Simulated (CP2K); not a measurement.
Consider aminoallene at its PBE geometry (Å).

```xyz
9

C     1.8927   -0.0452   -0.0065
C     0.5996   -0.2600   -0.0505
C    -0.6990   -0.4710   -0.1339
N    -1.7096    0.5178   -0.1267
H     2.4712    0.1967   -0.9043
H     2.4528   -0.0987    0.9327
H    -1.0679   -1.4863   -0.2992
H    -2.5498    0.2260    0.3697
H    -1.3900    1.4207    0.2186
```

Method: CP2K XAS_TDP, all-electron GAPW, PBEh(45%), aug-cc-pVDZ, TDA, no relativity.

Q: Predict the bright core excitations at the C K edge.

Leading lines: C1 281.44 eV, C2 281.11 eV and C3 282.90 eV. The leading line of an atom is its first one with 35 % of the strongest within 2.5 eV of its lowest line over the strength cut. 

The first six lines of each atom with a strength over 0.0015:

```tsv
atom	energy (eV)	states	strength, one atom
C1 (bonded to C and 2 H)	281.44	1	0.0478
	284.10	1	0.0084
	284.23	1	0.0031
	285.13	1	0.0025
	285.36	1	0.0031
	285.39	1	0.0062
C2 (bonded to 2 C)	281.11	1	0.0533
	282.13	1	0.0488
	287.45	1	0.0020
	287.76	1	0.0033
	287.91	1	0.0035
	288.49	1	0.0019
C3 (bonded to C, N and H)	282.90	1	0.0560
	284.07	1	0.0078
	285.44	1	0.0017
	285.73	1	0.0056
	286.60	1	0.0022
	287.31	1	0.0016
```

Lines are vertical, at one geometry, with no vibrational structure. Without a correction of the core level, line positions, and the gaps between valence and Rydberg lines, follow the share of exact exchange. At this level such K lines come out 3 to 6 eV under measured ones. These values hold no scalar relativity, about 0.1 eV for C 1s. Rydberg lines, and the discretised continuum above threshold, depend on the basis and the box.

[Banner, clock and machine lines of the logs are left out without a mark of their own.]

[Logs are printed without paths, hosts, clocks, repeated set-up lines and the standing remarks that a program may print on its own settings, such as how far it seeks lower states.]

[Hosts, paths, dates, database ids (printed as entryN), source tags and the programs' standing remarks are cut or masked in the printed files.]
